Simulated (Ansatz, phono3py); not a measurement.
# Heat carried by phonons in LiH (Fm-3m), part 2 of 2

Aim: the lattice thermal conductivity of LiH against temperature, and which phonons carry it.

What experiment has found for this phase:
- thermal conductivity 15 W/m/K near room temperature (given in “Combining the AFLOW GIBBS and Elastic Libraries to efficiently and robustly screen thermo-mechanical properties of solids”, 2017, arXiv:1611.05714)
- thermal conductivity 15 W/m/K near room temperature (given in “Predicting the lattice thermal conductivity of solids by solving the Boltzmann transport equation: AFLOW - AAPL an automated, accurate and efficient framework”, 2017, arXiv:1611.05481)

Ansatz 0.2.0; DFT LDA, scalar-relativistic, plane waves, PAW.

So far. Step 2 (Probe on a coarse mesh): The start is under -4.1 GPa at this level and looks like an insulator or semiconductor on this mesh. Step 5 (Relaxing to small residual forces and stress): The residual pressure is -5.6e-4 GPa, small enough for phonons. The relaxed cell has a = 3.909 Å (conventional setting).

The database entry behind the starting cell differs from later determinations by our own check (the deuteride, about 0.2 % short), so it need not match the best structure at ambient conditions.

**7. Third-order constants and the Boltzmann equation**

The supercell must be wider than twice the pair cutoff, and the number of displaced cells grows with the pairs inside it, which is where the cost lies.

The input, input.yaml:

```yaml
crystal:
  lattice:
    - [0.0, 1.9544987982, 1.9544987982]
    - [1.9544987982, 0.0, 1.9544987982]
    - [1.9544987982, 1.9544987982, 0.0]
  atoms:
    - { symbol: Li, position: [0.0, 0.0, 0.0] }
    - { symbol: H, position: [0.5, 0.5, 0.5] }
kpoints:
  mp_grid: { grid: [10, 10, 10] }
hamiltonian:
  xc: lda
scf:
  occupations: { method: fixed }
  lower_state_search: "off"
output:
  eigenvalues: true
phonons:
  method: fd
  dielectric: true
  supercell: [5, 5, 5]
  temperatures: { t_max: 1000, t_step: 50 }
  qpath:
    path:
      - [[0.0, 0.0, 0.0], [0.5, 0.0, 0.5], [0.625, 0.25, 0.625]]
      - [[0.375, 0.375, 0.75], [0.0, 0.0, 0.0], [0.5, 0.5, 0.5], [0.5, 0.25, 0.75], [0.5, 0.0, 0.5]]
    npoints: 10
  third_order: { supercell: [5, 5, 5], pair_cutoff: 4.52 }
  lattice_thermal_conductivity:
    qmesh: [27, 27, 27]
    temperatures: [100.0, 150.0, 200.0, 300.0, 400.0, 500.0]
    isotope_mass_variance:
      - { species: H, variance: 0.0001146 }
      - { species: Li, variance: 0.001459 }
    solution: relaxation_time
```

On the command line:

```console
> ansatz run input.yaml --threads 16 --pin off --max-ram 30720MiB --backend cpu --events-out ev --progress --plain --runs-dir out
```

Wall time 87 min (16 threads of Arm Neoverse V2, shared host); peak memory 16 GiB.

This step gave:

```yaml
gamma_frequencies: 0, 0, 0, 647.9, 647.9, 647.9 cm⁻¹ (negative: imaginary)
lowest_frequency_on_the_path: 0 cm⁻¹
zero_point_energy: 0.2353 eV/cell
point_group: m-3m
highest_frequency: 1107 cm⁻¹
debye_temperature_from_the_second_moment: 1299 K
kappa_at_300_k_relaxation_time: 32.86 W/m/K
dipole_term: run
mean_free_path_at_half_of_kappa: 31.3 nm
share_of_kappa_above_the_three_lowest_branches: 0.029
third_order_blocks: 2918
periodic_aliases_dropped: 0
largest_relative_sum_rule_correction: 0.2754
displaced_cells_third_order: 203
```

LO-TO term included. Phonon branches along the path, in cm⁻¹:

| point | branch 1 | branch 2 | branch 3 | branch 4 | branch 5 | branch 6 |
| --- | --- | --- | --- | --- | --- | --- |
| Γ | 0 | 0 | 0 | 648 | 648 | 1100 |
| halfway | 259 | 259 | 363 | 764 | 764 | 1073 |
| X | 336 | 336 | 452 | 857 | 857 | 1050 |
| halfway | 336 | 359 | 445 | 858 | 891 | 1036 |
| U | 331 | 410 | 424 | 858 | 957 | 997 |
| jump to K | 331 | 410 | 424 | 858 | 957 | 997 |
| halfway | 243 | 283 | 406 | 793 | 813 | 1085 |
| Γ | 0 | 0 | 0 | 648 | 648 | 1100 |
| halfway | 220 | 220 | 372 | 784 | 784 | 1103 |
| L | 298 | 298 | 538 | 830 | 830 | 1072 |
| halfway | 320 | 354 | 485 | 854 | 901 | 1039 |
| W | 373 | 402 | 402 | 912 | 958 | 958 |
| halfway | 356 | 358 | 438 | 889 | 889 | 1023 |
| X | 336 | 336 | 452 | 857 | 857 | 1050 |

The lattice thermal conductivity, RTA xx by temperature:

| temperature (K) | lattice thermal conductivity, RTA xx (W/m/K) |
| --- | --- |
| 100 | 150 |
| 150 | 73.8 |
| 200 | 52.0 |
| 300 | 32.9 |
| 400 | 24.1 |
| 500 | 19.2 |

The modes has structure finer than the step of the table below, so its rows give means over 50 cm⁻¹, whole bins alone (the curve runs from -10 to 1150 cm⁻¹). Peaks (cm⁻¹: height): H 850.9: 0.0207, 1055.2: 0.0119; Li 325.6: 0.0199, 442.3: 0.0147.

Phonopy on the run's constants, 21x21x21 mesh, Gaussian sigma 8.3 cm⁻¹. The modes by wavenumber; means over each step; values in 1/cm⁻¹/cell:

| wavenumber (cm⁻¹) | H | Li |
| --- | --- | --- |
| 50 | 9.4e-6 | 7.1e-5 |
| 100 | 3.8e-5 | 3.3e-4 |
| 150 | 8.5e-5 | 9.1e-4 |
| 200 | 1.4e-4 | 0.00212 |
| 250 | 2.0e-4 | 0.00512 |
| 300 | 2.0e-4 | 0.0151 |
| 350 | 1.5e-4 | 0.0143 |
| 400 | 1.1e-4 | 0.00639 |
| 450 | 1.2e-4 | 0.0108 |
| 500 | 3.3e-5 | 0.00351 |
| 550 | 4.9e-7 | 3.3e-4 |
| 600 | 0 | 0 |
| 650 | 1.8e-4 | 2.1e-5 |
| 700 | 0.00101 | 9.4e-5 |
| 750 | 0.00261 | 1.5e-4 |
| 800 | 0.00706 | 1.9e-4 |
| 850 | 0.0177 | 1.4e-4 |
| 900 | 0.00791 | 3.3e-5 |
| 950 | 0.00308 | 4.9e-6 |
| 1000 | 0.00414 | 4.1e-6 |
| 1050 | 0.0104 | 1.3e-4 |
| 1100 | 0.00480 | 3.1e-4 |

Distinct triplets, nearest first. Third order norms, by row:

| sites | side 1 (Å) | side 2 (Å) | side 3 (Å) | norm of the 27 components (eV/Å³) |
| --- | --- | --- | --- | --- |
| Li-Li-Li | 0 | 0 | 0 | 0 |
| H-H-H | 0 | 0 | 0 | 0 |
| Li-H-H | 0 | 1.95 | 1.95 | 4.939 |
| Li-H-Li | 0 | 1.95 | 1.95 | 5.136 |
| Li-H-H | 1.95 | 1.95 | 2.76 | 0.2 |
| Li-H-Li | 1.95 | 1.95 | 2.76 | 0.325 |
| Li-Li-Li | 0 | 2.76 | 2.76 | 1.511 |
| Li-Li-Li | 2.76 | 2.76 | 2.76 | 0.053 |
| H-H-H | 0 | 2.76 | 2.76 | 0.42 |
| H-H-H | 2.76 | 2.76 | 2.76 | 0.163 |
| Li-H-H | 1.95 | 2.76 | 3.39 | 0.124 |
| Li-H-Li | 1.95 | 2.76 | 3.39 | 0.042 |
| Li-H-H | 0 | 3.39 | 3.39 | 0.139 |
| Li-H-Li | 0 | 3.39 | 3.39 | 0.281 |
| Li-H-Li | 1.95 | 1.95 | 3.91 | 0.176 |
| Li-H-H | 1.95 | 1.95 | 3.91 | 0.138 |
| Li-Li-Li | 2.76 | 2.76 | 3.91 | 0.055 |
| H-H-H | 2.76 | 2.76 | 3.91 | 0.066 |
| Li-H-H | 3.39 | 3.39 | 3.91 | 0.013 |
| Li-H-Li | 3.39 | 3.39 | 3.91 | 0.027 |
| Li-Li-Li | 0 | 3.91 | 3.91 | 0.175 |
| H-H-H | 0 | 3.91 | 3.91 | 0.115 |
| Li-H-H | 1.95 | 2.76 | 4.37 | 0.075 |
| Li-H-Li | 1.95 | 2.76 | 4.37 | 0.043 |
| Li-H-H | 2.76 | 3.39 | 4.37 | 0.034 |
| Li-H-Li | 2.76 | 3.39 | 4.37 | 0.021 |
| Li-H-Li | 1.95 | 3.91 | 4.37 | 0.028 |
| Li-H-H | 1.95 | 3.91 | 4.37 | 0.022 |
| Li-H-H | 0 | 4.37 | 4.37 | 0.092 |
| Li-H-H | 2.76 | 4.37 | 4.37 | 0.034 |

Born charge (rows field, columns displacement) (e), principal values of the symmetric part by kind of site:

| atom | atoms with these values | low | middle | high | mean |
| --- | --- | --- | --- | --- | --- |
| Li1 | 1 | 1.02 | 1.02 | 1.02 | 1.02 |
| H2 | 1 | -1.02 | -1.02 | -1.02 | -1.02 |

In full for Li1:

```
1.02 0.00 0.00
0.00 1.02 0.00
0.00 0.00 1.02
```

RTA, 300 K. Kappa by branch, by row:

| branch (by rank) | mean frequency (THz) | mean rms speed (km/s) | median lifetime (ps) | share of kappa |
| --- | --- | --- | --- | --- |
| 1 | 8.84 | 2.42 | 1.96 | 0.192 |
| 2 | 9.65 | 3.25 | 2.1 | 0.433 |
| 3 | 13.03 | 3.42 | 0.71 | 0.346 |
| 4 | 24.91 | 2.29 | 0.205 | 0.005 |
| 5 | 25.82 | 3.57 | 0.351 | 0.02 |
| 6 | 31.52 | 1.98 | 0.0613 | 0.004 |

Spectral kappa at 300 K, relaxation time (W/m/K/THz) against frequency; read off at these points:

frequency (THz), spectral kappa at 300 K, relaxation time (W/m/K/THz) and a bar:
```
      0.5       0.00 
      1.5       3.51 #####################
      2.5       2.29 ##############
      3.5       1.81 ###########
      5.5       2.38 ##############
      6.5       3.40 #####################
      7.5       4.94 ##############################
      8.5       4.20 #########################
      9.5       2.62 ################
     11.5       1.24 ########
     13.5       0.41 ###
     14.5       0.17 #
     16.5       0.00 
     17.5       0.00 
     19.5       0.00 
     20.5       0.01 
     22.5       0.02 
     24.5       0.05 
     25.5       0.13 #
     27.5       0.18 #
     28.5       0.17 #
     30.5       0.04 
     31.5       0.01 
     33.5       0.00
```

Relaxation-time solution. Table of share of κ carried by shorter paths by mean free path:

| mean free path (nm) | 100 K | 300 K | 500 K |
| --- | --- | --- | --- |
| 0.316 | 0 | 0.001 | 0.006 |
| 0.464 | 0 | 0.002 | 0.01 |
| 0.681 | 0 | 0.004 | 0.019 |
| 1 | 0 | 0.007 | 0.033 |
| 1.47 | 0 | 0.015 | 0.057 |
| 2.15 | 0 | 0.026 | 0.099 |
| 3.16 | 0 | 0.046 | 0.177 |
| 4.64 | 0.001 | 0.091 | 0.251 |
| 6.81 | 0.002 | 0.157 | 0.322 |
| 10 | 0.005 | 0.235 | 0.405 |
| 14.7 | 0.012 | 0.31 | 0.511 |
| 21.5 | 0.018 | 0.403 | 0.617 |
| 31.6 | 0.026 | 0.503 | 0.73 |
| 46.4 | 0.037 | 0.616 | 0.813 |
| 68.1 | 0.05 | 0.721 | 0.847 |
| 100 | 0.078 | 0.804 | 0.908 |
| 147 | 0.128 | 0.842 | 0.916 |
| 215 | 0.174 | 0.886 | 0.916 |
| 316 | 0.244 | 0.906 | 0.932 |
| 464 | 0.302 | 0.924 | 0.957 |
| 681 | 0.409 | 0.942 | 1 |
| 1000 | 0.468 | 0.951 | 1 |
| 1470 | 0.529 | 1 | 1 |
| 2150 | 0.592 | 1 | 1 |
| 3160 | 0.701 | 1 | 1 |
| 4640 | 0.747 | 1 | 1 |
| 6810 | 0.855 | 1 | 1 |
| 10000 | 0.875 | 1 | 1 |
| 14700 | 0.917 | 1 | 1 |
| 21500 | 1 | 1 | 1 |

300 K; a sample spread over frequency. Mode lifetimes, by row, the first 40 of 90 rows:

| q1 | q2 | q3 | branch | frequency (THz) | rms speed (km/s) | three-phonon rate (1/ps) | isotope rate (1/ps) | lifetime (ps) | mean free path (nm) |
| --- | --- | --- | --- | --- | --- | --- | --- | --- | --- |
| 0 | 0 | 0.037 | 1 | 1.177 | 7.09 | 0.0395 | 4.66e-6 | 25.3 | 180 |
| 0.037 | 0.1111 | 0.1481 | 1 | 4.131 | 6.26 | 0.273 | 0.0017 | 3.64 | 22.8 |
| 0.0741 | 0.1481 | 0.2222 | 1 | 5.373 | 5.21 | 0.505 | 0.00624 | 1.95 | 10.2 |
| 0 | 0.1111 | -0.1852 | 1 | 6.269 | 4.22 | 0.537 | 0.0143 | 1.81 | 7.66 |
| 0.037 | 0.1852 | -0.1481 | 1 | 6.789 | 3.98 | 0.48 | 0.0226 | 1.99 | 7.93 |
| 0 | 0.1852 | 0.2593 | 1 | 7.248 | 4.4 | 0.152 | 0.0332 | 5.4 | 23.8 |
| 0.037 | 0.1111 | -0.2222 | 2 | 7.704 | 4.39 | 0.203 | 0.0496 | 3.95 | 17.4 |
| 0.037 | 0.1111 | 0.3704 | 1 | 7.94 | 3.36 | 0.4 | 0.0628 | 2.16 | 7.26 |
| 0 | 0.1111 | -0.1111 | 3 | 8.234 | 8.91 | 0.22 | 0.076 | 3.38 | 30.1 |
| 0 | 0.1481 | 0.3704 | 1 | 8.43 | 2.72 | 0.206 | 0.101 | 3.26 | 8.86 |
| 0.037 | 0.1852 | -0.2963 | 1 | 8.624 | 2.39 | 0.441 | 0.127 | 1.76 | 4.21 |
| 0 | 0.037 | -0.4074 | 2 | 8.803 | 1.58 | 0.349 | 0.161 | 1.96 | 3.1 |
| 0 | 0 | 0.4815 | 2 | 8.92 | 0.29 | 0.388 | 0.207 | 1.68 | 0.486 |
| 0.0741 | 0.2593 | 0.4444 | 1 | 9.03 | 2.74 | 0.224 | 0.233 | 2.19 | 6 |
| 0.037 | 0.2222 | 0.4074 | 2 | 9.149 | 3.62 | 0.177 | 0.243 | 2.38 | 8.63 |
| 0.037 | 0.1852 | -0.4074 | 1 | 9.277 | 1.1 | 0.364 | 0.257 | 1.61 | 1.77 |
| 0.0741 | 0.1481 | 0.4815 | 2 | 9.375 | 2.81 | 0.259 | 0.265 | 1.91 | 5.36 |
| 0 | 0.3704 | 0.3704 | 1 | 9.496 | 1.85 | 0.0855 | 0.272 | 2.8 | 5.17 |
| 0 | 0.1852 | 0.4444 | 2 | 9.605 | 3.4 | 0.324 | 0.289 | 1.63 | 5.56 |
| 0 | 0.3333 | -0.3333 | 1 | 9.696 | 1.05 | 0.344 | 0.301 | 1.55 | 1.62 |
| 0.0741 | 0.3333 | -0.4815 | 1 | 9.832 | 1.81 | 0.181 | 0.317 | 2.01 | 3.63 |
| 0.037 | 0.1481 | 0.2593 | 3 | 9.917 | 7.32 | 0.232 | 0.309 | 1.85 | 13.5 |
| 0.1111 | 0.3333 | -0.4074 | 1 | 10.02 | 1.79 | 0.258 | 0.359 | 1.62 | 2.89 |
| 0.1481 | 0.3704 | -0.2593 | 1 | 10.09 | 2.25 | 0.352 | 0.37 | 1.39 | 3.11 |
| 0.0741 | 0.4444 | -0.4815 | 2 | 10.23 | 1.47 | 0.169 | 0.276 | 2.25 | 3.3 |
| 0 | 0.1852 | -0.4074 | 2 | 10.35 | 3.07 | 0.344 | 0.246 | 1.69 | 5.19 |
| 0.1111 | 0.2593 | -0.4444 | 2 | 10.51 | 2.8 | 0.384 | 0.227 | 1.64 | 4.57 |
| 0.1481 | 0.4444 | -0.3704 | 1 | 10.7 | 2.2 | 0.235 | 0.207 | 2.26 | 4.97 |
| 0.037 | 0.1111 | -0.1852 | 3 | 10.88 | 7.48 | 0.254 | 0.18 | 2.3 | 17.2 |
| 0 | 0.2593 | 0.2593 | 3 | 11.11 | 4.74 | 0.68 | 0.164 | 1.18 | 5.62 |
| 0 | 0.2963 | -0.2963 | 2 | 11.37 | 2.86 | 0.511 | 0.168 | 1.47 | 4.21 |
| 0.1111 | 0.3704 | -0.3704 | 2 | 11.65 | 2.59 | 0.638 | 0.163 | 1.25 | 3.23 |
| 0.1852 | 0.4444 | -0.2963 | 2 | 11.97 | 2.3 | 0.563 | 0.132 | 1.44 | 3.31 |
| 0 | 0.1481 | 0.3333 | 3 | 12.37 | 5.58 | 0.82 | 0.0746 | 1.12 | 6.24 |
| 0.1852 | 0.4074 | -0.2963 | 3 | 12.73 | 3.03 | 0.778 | 0.171 | 1.05 | 3.19 |
| 0.0741 | 0.4444 | -0.3704 | 3 | 13.01 | 1.46 | 0.602 | 0.293 | 1.12 | 1.63 |
| 0.037 | 0.2963 | 0.4444 | 3 | 13.16 | 1.82 | 1.1 | 0.426 | 0.657 | 1.2 |
| 0.1481 | 0.3704 | -0.4074 | 3 | 13.27 | 1.82 | 1.01 | 0.688 | 0.59 | 1.07 |
| 0.0741 | 0.3333 | -0.4815 | 3 | 13.38 | 1.15 | 1.08 | 0.488 | 0.639 | 0.733 |
| 0 | 0.2963 | -0.4444 | 3 | 13.51 | 2.63 | 0.987 | 0.383 | 0.73 | 1.92 |

Without the LO-TO term. Gamma linewidths, by row:

| branch | frequency (cm⁻¹) | three-phonon rate (1/ps) | isotope rate (1/ps) | FWHM (cm⁻¹) |
| --- | --- | --- | --- | --- |
| 4 | 647.9 | 1.87 | 2.90e-31 | 9.91 |
| 5 | 647.9 | 1.87 | 2.90e-31 | 9.91 |
| 6 | 647.9 | 1.87 | 2.90e-31 | 9.91 |

W/m/K, third of the trace; RTA populations with a boundary rate v/L added to each mode (Matthiessen's rule). Kappa by grain size, by row:

| T (K) | bulk | 10 nm | 30 nm | 100 nm | 300 nm | 1000 nm | 10000 nm | 100000 nm |
| --- | --- | --- | --- | --- | --- | --- | --- | --- |
| 100 | 149.8 | 4.835 | 11.12 | 24.43 | 43.76 | 70.81 | 121.4 | 145.2 |
| 300 | 32.7 | 10.03 | 16.12 | 22.63 | 27.07 | 30.09 | 32.32 | 32.66 |

W/m/K, third of the trace; RTA populations with the isotope rates scaled. Kappa by mass disorder, by row:

| T (K) | no isotopes | as typed | variance x 3 | variance x 10 | variance x 30 |
| --- | --- | --- | --- | --- | --- |
| 100 | 289.2 | 149.8 | 117.2 | 80.23 | 48.31 |
| 300 | 49.67 | 32.7 | 24.71 | 17.4 | 12.36 |

At 300 K the relaxation-time value is 32.9 W/(m K).

**8. What came out**

| Quantity | Value |
| --- | --- |
| highest frequency | 1107 cm⁻¹ |
| Debye temperature from the second moment | 1299 K |
| κ at 300 K (relaxation time) | 32.86 W/m/K |
| mean free path at half of κ | 31.3 nm |
| share of κ above the three lowest branches | 0.029 |

**Reading.** The lattice of LiH conducts 32.9 W/(m K) at 300 K by LDA (mean over directions, relaxation-time solution). Above 300 K the relaxation-time κ falls as T^-1.05, near the 1/T law of three-phonon scattering. Grains of 100 nm would keep 69 % of the bulk value at 300 K, and grains of 1 µm 92 %. Removing the natural isotope disorder raises κ at 300 K by 52 %. A measured thermal conductivity near room temperature is 15 W/m/K (arXiv:1611.05714); the calculated 32.9 W/m/K differs by +119 %. The relaxed cell is 12 % smaller in volume than the database cell, which stiffens most phonons and usually raises κ; no run here tested that. Four-phonon, defect and boundary scattering, which are left out, would lower the calculated value; thermal expansion is left out too. The last run computed the relaxation-time solution alone; it counts normal processes as resistive, so the full solution usually lies higher, most of all in good conductors. The sum rules changed one orbit of cubic constants by up to 28 %; by the manual a large change points to a short cutoff or, on a small and distant orbit, to noisy forces. The conductivities include the coherence part between close branches; the shares for grains, isotopes, branches and paths are of the relaxation-time populations alone. Cubic couplings among atoms farther apart than the pair cutoff are dropped, and neither the cutoff nor the q-mesh was shown to be converged here. The cell of these runs is 12 % smaller in volume than the database cell; frequencies and all that rests on them shift with it.

[Logs are printed without paths, hosts, clocks, repeated set-up lines and the standing remarks that a program may print on its own settings, such as how far it seeks lower states.]

[Hosts, paths, dates, database ids (printed as entryN), source tags and the programs' standing remarks are cut or masked in the printed files.]

[A step with changed settings may run another functional than the one named; its input shows which.]
